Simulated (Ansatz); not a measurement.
# 2H-NbTe2 monolayer in a perpendicular field

Aim: how the 2H-NbTe2 monolayer screens a field along its normal, and what the field does to its bands. A positive field points along +c.

Program: Ansatz 0.2.0. Level of theory: plane-wave DFT, PBE-D3(BJ), Ansatz PAW. Results are calculated unless marked as measured.

### Step 1. Starting point

The cell holds 3 atoms: 2 Te and 1 Nb. Cell: a = 3.901 Å, b = 3.901 Å, c = 38.177 Å, α = 90.0°, β = 90.0°, γ = 120.0°. Vacuum lies along c.

Coordinates:

```cif
data_structure
_symmetry_space_group_name_H-M 'P 1'
_symmetry_Int_Tables_number 1
_cell_length_a 3.9009
_cell_length_b 3.9009
_cell_length_c 38.1772
_cell_angle_alpha 90.000
_cell_angle_beta 90.000
_cell_angle_gamma 120.000
_cell_volume 503.10
loop_
_atom_site_label
_atom_site_type_symbol
_atom_site_fract_x
_atom_site_fract_y
_atom_site_fract_z
_atom_site_occupancy
Te1 Te 0.33333 0.66667 0.45315 1
Nb2 Nb 0.00000 0.00000 0.50000 1
Te3 Te 0.33333 0.66667 0.54685 1
```

### Step 2. Relaxing the slab

The starting cell is a guess, so the in-plane lattice and the atoms are relaxed first, with the slab cut off from its images along the normal.

File input.yaml:

```yaml
crystal:
  lattice:
    - [3.900864, 0.0, 0.0]
    - [-1.950432, 3.3782473207, 0.0]
    - [0.0, 0.0, 38.1772220229]
  atoms:
    - { symbol: Te, position: [0.3333333333, 0.6666666667, 0.4531497863] }
    - { symbol: Nb, position: [0.0, 0.0, 0.5], spin: 1.0 }
    - { symbol: Te, position: [0.3333333333, 0.6666666667, 0.5468502137] }
  periodic: [true, true, false]
magnetization:
  spin_polarized: true
kpoints:
  mp_grid: { grid: [12, 12, 1] }
hamiltonian:
  xc: pbe
  dispersion: d3bj
scf:
  occupations: { method: fermi_dirac, width: 0.05 }
  convergence: { dr2_threshold: 1.0e-09 }
relax:
  f_tol: 0.004
  max_steps: 90
  cell: {}
output:
  write_potential: true
  write_density: true
  volumetric_format: npy
```

Started as:

```
ansatz run input.yaml --threads 2 --pin off --max-ram 3072MiB --backend cpu --events-out ev --progress --plain --runs-dir out
```

Numbers of over 12 decimals in the logs are rounded to 6 here.

The program printed:

```text
Warning: relax.cell: scf.convergence.dr2_threshold = 1e-9 eV is looser than the 1.62741912373e-10 eV advised for a relaxation that steers and ends on the stress (1e-10 eV for each atom of the cell: 3, times the square of relax.cell.stress_2d_tol = 0.05 N/m over 13.6 Å (the atoms' height at the walk's start and 5 Å past either face), 3.683e-2 GPa, over a crystal's default 0.05). What an SCF threshold leaves in a stress goes as its square root, and in the free energy as the threshold itself, and one threshold admits the most on a small cell: [figures from the program's tests cut] Set scf.convergence.dr2_threshold to 1.62741912373e-10 eV or tighter. [rest of the remark cut]
Engine: ansatz 0.2.0, aarch64-unknown-linux-gnu
Pseudopotentials: kind: paw
Pseudopotential: Te, paw, valence charge 16, recommended cutoff 420 eV (normal), Te.paw.azcp
Pseudopotential: Nb, paw, valence charge 13, recommended cutoff 420 eV (normal), Nb.paw.azcp
Functional definition: PBE
  parameter kappa = 0.804
  parameter beta = 0.066725
  exchange = pbe_x(kappa = kappa, mu = beta*pi^2/3)
  correlation = pbe_c(beta = beta)
Crystal: 3 atoms, lattice volume = 503.103 Å³
Basis set: ecut = 420 eV, 9979 PW (Γ), exchange–correlation on 54×54×512 points (8 copies of the dense FFT grid, shifted against one another)
Bands: 28, of which v1, the nominal top of the filled ones, is band 23 counted from 1 (22 counted from 0)
Symmetry: 12 space group operations
Space group: P-6m2 (ITA 187), of the structure as read, at distance tolerance 8.0e-5 Å
Magnetic group: BNS 187.209 (UNI 1439), of the structure as read, at distance tolerance 8.0e-5 Å
k-points: 19 of 144 (time reversal used)
Non-local potential: Te, projectors of the file, l = 0: 2, l = 1: 2, l = 2: 2, l = 3: 2
Non-local potential: Nb, projectors of the file, l = 0: 3, l = 1: 2, l = 2: 2, l = 3: 1
PAW form: soft (Blöchl's): semilocal exchange-correlation on the pseudo side does not see the compensation charge
PAW one-centre angular grid: Te, 590 points (default); XC on 64 Gauss nodes
PAW one-centre angular grid: Nb, 590 points (default); XC on 64 Gauss nodes
Initial density: superposition of atomic densities (neutral atoms: chi_scale 0, normalization atom)
Starting moments: Σ|m| = 1 μB on 1 of 3 sites
Initial wavefunctions: pseudopotential atomic-orbital guess
Functional: x = pbe(κ = 0.804, μ = 0.219515), c = pbe(β = 0.066725)
SCF iter   1: F=—  HF=-18514.518900 eV  |F-HF|=—  |Δ(HF+E_count)|=         —  Δρ=9.75e-3 (↑9.75e-3 ↓8.29e-3)  dr2=2.56e0  dr2_m=1.73e-2  M=0.783 μB ∫|m|=0.933 μB  β_m=0.30  ethr=3.10e-3  ⟨swp⟩=16.8  Hψ=7819  notcnv=0
Mixer restart at iter 1: flushing history
preconditioner: auto → LDOS  [metal: Δε(μ)=0.014 eV  Ē_g=7.036 eV  σ=0.050 eV  W_gap=0.07  n_scr=22 (ndim 8)  ℏωp=6.8 eV  f_vac=0.789  D(μ)=1.85/eV (n_scr^D=8)]
spin=Collinear: LDOS preconditioning applied to the charge; magnetization (m = ρ↑ − ρ↓) channel mixes plain (no charge-response kernel on spin).
SCF iter   2: F=—  HF=-18514.300015 eV  |F-HF|=—  |Δ(HF+E_count)|=   2.19e-1  Δρ=5.97e-3 (↑5.97e-3 ↓5.54e-3)  dr2=8.54e-1  dr2_m=8.39e-3  M=0.792 μB ∫|m|=0.934 μB  β_m=0.49  ethr=3.10e-3  ⟨swp⟩=3.4  Hψ=2058  notcnv=0  defer=30
SCF iter   3: F=—  HF=-18514.325272 eV  |F-HF|=—  |Δ(HF+E_count)|=   2.53e-2  Δρ=1.94e-3 (↑1.64e-3 ↓1.94e-3)  dr2=2.96e-2  dr2_m=1.10e-3  M=0.800 μB ∫|m|=0.934 μB  β_m=0.67  ethr=1.90e-3  ⟨swp⟩=3.1  Hψ=2103  notcnv=0  defer=30
SCF iter   4: F=—  HF=-18514.343910 eV  |F-HF|=—  |Δ(HF+E_count)|=         —  Δρ=3.42e-4 (↑3.05e-4 ↓3.42e-4)  dr2=2.19e-3  dr2_m=9.95e-5  M=0.813 μB ∫|m|=0.938 μB  β_m=0.67  ethr=6.59e-5  ⟨swp⟩=2.9  Hψ=2483  notcnv=0  defer=29
SCF iter   5: F=—  HF=-18514.344557 eV  |F-HF|=—  |Δ(HF+E_count)|=   6.47e-4  Δρ=1.48e-4 (↑1.48e-4 ↓1.34e-4)  dr2=8.46e-5  dr2_m=6.65e-5  M=0.827 μB ∫|m|=0.953 μB  β_m=0.82  ethr=4.87e-6  ⟨swp⟩=3.0  Hψ=1912  notcnv=0  defer=29
SCF iter   6: F=—  HF=-18514.344755 eV  |F-HF|=—  |Δ(HF+E_count)|=   1.98e-4  Δρ=8.33e-5 (↑8.33e-5 ↓8.20e-5)  dr2=4.56e-5  dr2_m=2.77e-5  M=0.836 μB ∫|m|=0.963 μB  β_m=0.91  ethr=1.88e-7  ⟨swp⟩=3.0  Hψ=2237  notcnv=0  defer=29
SCF iter   7: F=—  HF=-18514.344819 eV  |F-HF|=—  |Δ(HF+E_count)|=   6.44e-5  Δρ=3.36e-5 (↑3.36e-5 ↓2.36e-5)  dr2=2.21e-5  dr2_m=2.03e-6  M=0.845 μB ∫|m|=0.976 μB  β_m=0.87  ethr=1.01e-7  ⟨swp⟩=3.0  Hψ=2248  notcnv=0  defer=29
SCF iter   8: F=—  HF=-18514.344823 eV  |F-HF|=—  |Δ(HF+E_count)|=   3.59e-6  Δρ=1.36e-5 (↑1.20e-5 ↓1.36e-5)  dr2=6.98e-7  dr2_m=6.46e-7  M=0.848 μB ∫|m|=0.980 μB  β_m=0.87  ethr=4.90e-8  ⟨swp⟩=3.2  Hψ=2209  notcnv=0  defer=29
SCF iter   9: F=—  HF=-18514.344824 eV  |F-HF|=—  |Δ(HF+E_count)|=   1.36e-6  Δρ=4.48e-6 (↑4.48e-6 ↓3.75e-6)  dr2=3.07e-8  dr2_m=6.88e-8  M=0.849 μB ∫|m|=0.982 μB  β_m=0.90  ethr=1.55e-9  ⟨swp⟩=3.4  Hψ=2305  notcnv=0  defer=29
SCF iter  10: F=—  HF=-18514.344824 eV  |F-HF|=—  |Δ(HF+E_count)|=   1.59e-7  Δρ=8.10e-7 (↑8.10e-7 ↓7.43e-7)  dr2=1.60e-9  dr2_m=2.39e-9  M=0.849 μB ∫|m|=0.982 μB  β_m=0.95  ethr=6.82e-11  ⟨swp⟩=4.5  Hψ=2787  notcnv=0  defer=29
SCF iter  11: F=—  HF=-18514.344824 eV  |F-HF|=—  |Δ(HF+E_count)|=   1.80e-8  Δρ=1.77e-7 (↑1.77e-7 ↓1.58e-7)  dr2=3.69e-10  dr2_m=4.20e-11  M=0.849 μB ∫|m|=0.982 μB  β_m=0.92  ethr=3.56e-12  ⟨swp⟩=3.4  Hψ=2316  notcnv=0  defer=29
SCF iter  12: F=-18514.344824 eV  HF=-18514.344824 eV  |F-HF|=1.13e-10  |Δ(HF+E_count)|=   3.18e-9  Δρ=4.60e-8 (↑4.60e-8 ↓4.60e-8)  dr2=4.70e-11  dr2_m=1.49e-12  M=0.849 μB ∫|m|=0.982 μB  ethr=1.00e-12  ⟨swp⟩=7.8  Hψ=7115  notcnv=0
SCF 1 converged in 12 iterations: F = -18514.344824 eV  dr2 = 4.70e-11
  greatest PAW one-centre occupation: 0.998 electrons in one spin orbital (limit 2), on the Nb atom at site 1 (counted from 0), in its partial waves of l = 0
relax step   1: F+E_penalty+E_count = -18514.34482440 eV  Δ(F+E_penalty+E_count) = +0.000e0 eV  max|allowed force component| = 2.382e-1 eV/Å  Δτ_max = 0.0000 Å  P = -5.131 N/m  Ω = 503.103 Å³  fix = [c, alpha, beta]  reactions: c -0.000 N/m  (12 SCF iters, accepted)
Crystal: 3 atoms, lattice volume = 455.277 Å³
Basis set: ecut = 420 eV, 8947 PW (Γ), exchange–correlation on 54×54×512 points (8 copies of the dense FFT grid, shifted against one another)
Initial density: handed on by an earlier stage of this run
Starting moments: Σ|m| = 1 μB on 1 of 3 sites; this step starts from the density that it was given
Initial wavefunctions: those handed on with the density
iter 1 solved again at ethr=1.18e-4 eV; its pass at ethr=3.10e-3 eV (dr2=5.30e-2 eV) is discarded
[...]
greatest PAW one-centre occupation: 0.998 electrons in one spin orbital (limit 2), on the Te atom at site 0 (counted from 0), in its partial waves of l = 2
relax step   3: F+E_penalty+E_count = -18514.61727461 eV  Δ(F+E_penalty+E_count) = -5.660e-3 eV  max|allowed force component| = 4.322e-1 eV/Å  Δτ_max = 0.1090 Å  P = -0.582 N/m  Ω = 425.198 Å³  energy of the carried Pulay correction = +2.176e-3 eV  fix = [c, alpha, beta]  reactions: c -0.000 N/m  (14 SCF iters, accepted)
[...]
relax step   4: F+E_penalty+E_count = -18514.64082139 eV  Δ(F+E_penalty+E_count) = -2.355e-2 eV  max|allowed force component| = 4.620e-2 eV/Å  Δτ_max = 0.0528 Å  P = +0.689 N/m  Ω = 428.117 Å³  energy of the carried Pulay correction = +2.088e-3 eV  fix = [c, alpha, beta]  reactions: c +0.000 N/m  (14 SCF iters, accepted)
[...]
relax step   5: F+E_penalty+E_count = -18514.64278886 eV  Δ(F+E_penalty+E_count) = -1.967e-3 eV  max|allowed force component| = 7.770e-2 eV/Å  Δτ_max = 0.0183 Å  P = -0.086 N/m  Ω = 437.380 Å³  energy of the carried Pulay correction = +1.812e-3 eV  fix = [c, alpha, beta]  reactions: c -0.000 N/m  (10 SCF iters, accepted)
[...]
relax step   6: F+E_penalty+E_count = -18514.64391417 eV  Δ(F+E_penalty+E_count) = -1.125e-3 eV  max|allowed force component| = 4.297e-4 eV/Å  Δτ_max = 0.0104 Å  P = -0.050 N/m  Ω = 435.160 Å³  energy of the carried Pulay correction = +1.878e-3 eV  fix = [c, alpha, beta]  reactions: c -0.000 N/m  (8 SCF iters, accepted)
[...]
relax step   7: F+E_penalty+E_count = -18514.64233323 eV  Δ(F+E_penalty+E_count) = +1.581e-3 eV  max|allowed force component| = 1.205e-5 eV/Å  Δτ_max = 0.0000 Å  P = -0.057 N/m  Ω = 435.160 Å³  fix = [c, alpha, beta]  reactions: c -0.000 N/m  stress off target by 5.73e-2 N/m on what of the cell is left free  SCF on the basis re-selected at this cell (its energy is not comparable with the rows above)  (6 SCF iters)
[...]
relax step   8: F+E_penalty+E_count = -18514.64238203 eV  Δ(F+E_penalty+E_count) = -4.880e-5 eV  max|allowed force component| = 7.178e-5 eV/Å  Δτ_max = 0.0010 Å  P = -0.003 N/m  Ω = 434.552 Å³  energy of the carried Pulay correction = +1.884e-5 eV  fix = [c, alpha, beta]  reactions: c -0.000 N/m  (8 SCF iters, accepted)
iter 1 solved again at ethr=1.27e-7 eV; its pass at ethr=3.10e-3 eV (dr2=5.72e-5 eV) is discarded
SCF iter   1: F=—  HF=-18514.642276 eV  |F-HF|=—  |Δ(HF+E_count)|=         —  Δρ=4.04e-7 (↑3.60e-7 ↓4.04e-7)  dr2=9.40e-10  dr2_m=8.43e-11  M=0.560 μB ∫|m|=0.576 μB  β_m=0.65  ethr=1.27e-7  ⟨swp⟩=6.8  Hψ=12923  notcnv=0
eigensolver tolerance schedule: the retry pair's looser diagonalisation over-reported the residual by 60911.66 of it (diagonalisation noise at an unbounded share of the residual, at the tolerance the schedule requests for it); recorded, not acted on — ethr = c·dr2/N_el stays at c = 1.0e-1
preconditioner: auto → LDOS  [metal: Δε(μ)=0.059 eV  Ē_g=7.223 eV  σ=0.050 eV  W_gap=0.27  n_scr=18 (ndim 8)  ℏωp=7.3 eV  f_vac=0.789  D(μ)=2.67/eV (n_scr^D=12)]
spin=Collinear: LDOS preconditioning applied to the charge; magnetization (m = ρ↑ − ρ↓) channel mixes plain (no charge-response kernel on spin).
SCF iter   2: F=—  HF=-18514.642368 eV  |F-HF|=—  |Δ(HF+E_count)|=   9.14e-5  Δρ=2.02e-7 (↑1.57e-7 ↓2.02e-7)  dr2=8.16e-10  dr2_m=1.45e-11  M=0.560 μB ∫|m|=0.576 μB  β_m=0.39  ethr=2.09e-12  ⟨swp⟩=7.1  Hψ=4603  notcnv=0
SCF iter   3: F=-18514.642368 eV  HF=-18514.642368 eV  |F-HF|=4.00e-11  |Δ(HF+E_count)|=   1.12e-9  Δρ=1.30e-7 (↑1.04e-7 ↓1.30e-7)  dr2=2.34e-10  dr2_m=4.57e-12  M=0.560 μB ∫|m|=0.576 μB  ethr=1.81e-12  ⟨swp⟩=14.5  Hψ=7852  notcnv=0
SCF 9 converged in 3 iterations: F = -18514.642368 eV  dr2 = 2.34e-10
relax step   9: F+E_penalty+E_count = -18514.64236781 eV  Δ(F+E_penalty+E_count) = +1.422e-5 eV  max|allowed force component| = 7.013e-5 eV/Å  Δτ_max = 0.0000 Å  P = -0.003 N/m  Ω = 434.552 Å³  fix = [c, alpha, beta]  reactions: c -0.000 N/m  stress off target by 2.98e-3 N/m on what of the cell is left free  SCF on the basis re-selected at this cell (its energy is not comparable with the rows above)  (3 SCF iters)
basis re-selected at this cell: Δ(F+E_penalty+E_count) = +1.422e-5 eV, ΔP = +0.000 N/m vs the last step (what re-selecting the basis moved, of the pressure what is left beyond the Pulay correction that the steps carried, after the strain that the cell walked since its last selection, with what the two solves' SCF thresholds leave and, on support functions, any second-order correction that the steps lacked; it is no m [...]
WARN: The output density's exchange-correlation potential varies sharply where the density is thin. Do not read a vacuum level from v_tot or v_xc, or from such a field of the output density. On a cell that repeats whose density bears no net charge and no dipole along the vacuum's axis use v_es (v_loc + v_h of the components); under efield.dipole_correction with no amplitude use v_es + v_field, which holds any externa [...]
SCF converged after 3 iterations
Magnetization: 0.5600 μB (22.7800 up, 22.2200 down)
Absolute magnetization: 0.5766 μB (∫|ρ↑−ρ↓|, with the PAW one-centre terms)
Spin contamination: 0.0046 ħ² per cell (⟨S²⟩ above its minimum at these occupations)
Per-site moments (μB) at R_I (Å): [(0.014612, 1.155981), (0.333714, 1.155981), (0.014612, 1.155981)]
Free energy (F): -18514.642368 eV
Harris-Foulkes:  -18514.642368 eV  (|F-HF|=4.00e-11)
Internal energy: -18514.620366 eV  (E = F + TS)
E sigma→0 (E₀):  -18514.631367 eV
Entropy (-TS):   -0.022001 eV (-7.334 meV/atom)
Fermi energy:    -4.977747 eV
--- Per-component energies (eV) ---
  E_band       = -1315.838688
  E_kinetic    = 755.390480
  E_local      = -126132.742049  (includes V_loc(G=0)·N_el)
  E_nonlocal   = -500.040654
  E_hartree    = 62925.461544
  E_xc         = -424.048993
  E_vxc        = -421.158247  (∫ρ·V_xc dr)
  E_paw        = -12398.729593  (= ΣΔE_a)
  E_vpaw       = -868.209392  (= ΣTr[D̂ρ^β])
  E_aug_tail   = -0.000362  (compensation charges beyond the density's cutoff)
  E_ewald      = 57261.257934
  E_disp       = -1.168674  (pairwise vdW)
  E_smearing   = -0.022001  (= −TS)
  E_closure    = 0.000000  (closes the sum)
  Σ components = -18514.642368   (vs F -18514.642368, Δ=0.00e0)
--- Forces (eV/Å), atoms counted from 1 ---
  atom   1  Te    -0.00000000     0.00000000     0.00007013
  atom   2  Nb    -0.00000000    -0.00000000     0.00000000
  atom   3  Te     0.00000000     0.00000000    -0.00007013
  max |Σ_I F_I| component: 3.47e-17 eV/Å
--- 2D stress c σ (N/m, compression-positive) ---
       -0.002976       0.000000       0.000000
        0.000000      -0.002976       0.000000
        0.000000       0.000000       0.000000
  P = ½ c Tr σ = -0.0030 N/m
--- Band table (eV; the first three rows and the last of 38) ---
  k-point 0 ↑: bands = [... 19 lower, -6.2917, -5.3671, -5.3671, -5.0557, -1.9046, -1.9046, -1.7021, -1.7021, ... 1 higher]
  k-point 1 ↑: bands = [... 19 lower, -6.2168, -5.5113, -5.4112, -5.0662, -2.1983, -2.1769, -1.8687, -1.7873, ... 1 higher]
  k-point 2 ↑: bands = [... 19 lower, -6.0084, -5.8542, -5.6678, -5.1602, -2.8569, -2.5011, -2.2485, -1.5318, ... 1 higher]
  k-point 18 ↓: bands = [... 19 lower, -7.5988, -7.5681, -6.4172, -4.3102, -2.9296, -2.4837, -1.7526, -0.4823, ... 1 higher]
  the weakly bound empty levels are not read free of the cell's end (no_gap_told)
--- Relaxed structure (7 steps of the walk, 7 accepted, 2 SCFs on fresh bases) ---
  F+E_penalty+E_count = -18514.64236781 eV   max|allowed force component| = 7.013e-5 eV/Å   (the final SCF, on the basis selected at the relaxed cell)
  cell:  # Å, volume = 434.5524 Å³
    - [3.625381, 0, 0.0]
    - [-1.812690, 3.139672, 0.0]
    - [0.0, 0.0, 38.1772220229]
  atoms:
    - { symbol: Te, position: [0.333333, 0.666667, 0.451191] }
    - { symbol: Nb, position: [0.0, -2.8783559898885975e-17, 0.5] }
    - { symbol: Te, position: [0.333333, 0.666667, 0.548809] }
```

Wall time 4.9 min (2 threads of Arm Neoverse V1, shared host); peak memory 0.92 GiB; 9.6 min of CPU time.

The steps of the relaxation:

| step | energy less that of the first step (eV) | largest force component (eV/Å) | volume (Å³) |
| --- | --- | --- | --- |
| 1 | 0.0000 | 0.2382 | 503.10 |
| 2 | -0.2668 | 0.1549 | 455.28 |
| 3 | -0.2725 | 0.4322 | 425.20 |
| 4 | -0.2960 | 0.0462 | 428.12 |
| 5 | -0.2980 | 0.0777 | 437.38 |
| 6 | -0.2991 | 0.0004 | 435.16 |
| 7* | -0.2975 | 0.0000 | 435.16 |
| 8 | -0.2976 | 0.0001 | 434.55 |
| 9* | -0.2975 | 0.0001 | 434.55 |

Relaxation steps marked * repeat the geometry before them on a plane-wave basis chosen anew for their cell, so energy and pressure can jump there.

Forces are held to the 12 operations that the run works with; a distortion that breaks them can't arise in this run.

```csv
cell as run,before,after,change
a (Å),3.901,3.625,-7.1 %
b (Å),3.901,3.625,-7.1 %
```

The atoms that moved most (Å, along periodic axes as changes of fractional coordinates times the final cell, across vacuum about the mean position):

```
atom     dx     dy      dz  length
 Te3  0.000  0.000   0.075   0.075
 Te1  0.000  0.000  -0.075   0.075
```

Final coordinates:

```xyz
3
Lattice="3.6254 0.0000 0.0000 -1.8127 3.1397 0.0000 0.0000 0.0000 38.1772" Properties=species:S:1:pos:R:3
Te    0.0000    2.0931   17.2252
Nb    0.0000    0.0000   19.0886
Te    0.0000    2.0931   20.9520
```

Numbers from this step:

* energy at zero smearing: -18514.6314 eV
* total moment: 0.5600 μB
* site moments: 0.01461, 0.3337, 0.01461 μB

Site moment by atom:

```csv
atom,site moment (μB)
Te1,0.015
Nb2,0.334
Te3,0.015
```

The lattice constant a goes from 3.901 to 3.625 Å.

(Continued in part 2 of 3.)

[Logs are printed without paths, hosts, clocks, repeated set-up lines and the standing remarks that a program may print on its own settings, such as how far it seeks lower states.]

[Hosts, paths, dates, database ids (printed as entryN), source tags and the programs' standing remarks are cut or masked in the printed files.]

[Maps of the electrostatic potential energy from Ansatz leave out the sawtooth potential of an applied field or a dipole correction, so their vacuum need not be flat; planar profiles and work functions include it.]
